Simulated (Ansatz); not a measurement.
# K3LuV2O8: which shell does photoemission see at 21.2 and 1486.7 eV? (PBE)

The valence band of K3LuV2O8 mixes several shells. Work out by hand which one leads the spectrum's area at each photon energy.

Filled states come from the projected DOS of Ansatz 0.2.0 (PBE, plane waves); cross sections σ and asymmetry parameters β are those of free atoms in a Dirac–Hartree–Slater calculation. A shell's area is states × σ × angular factor, which is 1 − β·P₂(cos θ)/2 for unpolarised light, with θ = 54.7° from the beam and P₂ = 0.001.

**At 21.2 eV** (states counted from 10.1 eV below the zero; other shells add 4.3 to the products' sum of 123):

| shell | filled states a cell | cross section (Mb an electron) | β | angular factor | product | share by hand (%) | share in the simulated spectrum (%) |
| --- | --- | --- | --- | --- | --- | --- | --- |
| Lu 5p | 0.00 | 0 | 0.00 | 1.00 | 0 | 0 | 0 |
| Lu 4f | 13.98 | 0.0916 | 0.83 | 1.00 | 1.28 | 1 | 1 |
| V 3d | 6.08 | 2 | 0.05 | 1.00 | 12.1 | 10 | 10 |
| K 3s | 0.00 | 0 | 0.00 | 1.00 | 0 | 0 | 0 |
| O 2p | 38.80 | 2.73 | 0.81 | 1.00 | 106 | 86 | 86 |

**At 1486.7 eV** (states counted from 29.5 eV below the zero; other shells add 0.029 to the products' sum of 0.145):

| shell | filled states a cell | cross section (Mb an electron) | β | angular factor | product | share by hand (%) | share in the simulated spectrum (%) |
| --- | --- | --- | --- | --- | --- | --- | --- |
| Lu 5p | 5.71 | 0.00215 | 1.66 | 1.00 | 0.0123 | 8 | 8 |
| Lu 4f | 13.99 | 0.00633 | 1.06 | 1.00 | 0.0885 | 61 | 62 |
| V 3d | 6.83 | 0.000139 | 0.77 | 1.00 | 0.000949 | 1 | 1 |
| K 3s | 5.92 | 0.00195 | 2.00 | 1.00 | 0.0115 | 8 | 8 |
| O 2p | 39.09 | 6.28e-05 | 0.51 | 1.00 | 0.00245 | 2 | 2 |

O 2p leads at 21.2 eV and Lu 4f at 1486.7 eV. Between the two energies σ of O 2p changes by a factor 2.3e-5 and that of Lu 4f by 0.069, so their ratio moves 3001-fold in favour of the second. The simulated spectrum uses the same rule on the energy-resolved DOS, so the two share columns agree within a few points.

Only crystals where the two columns agree within 4 points and the lead is clear are worked in this form. Free-atom cross sections ignore the solid's final states, no escape depth or background enters, and the count of states a shell hangs on the projection.
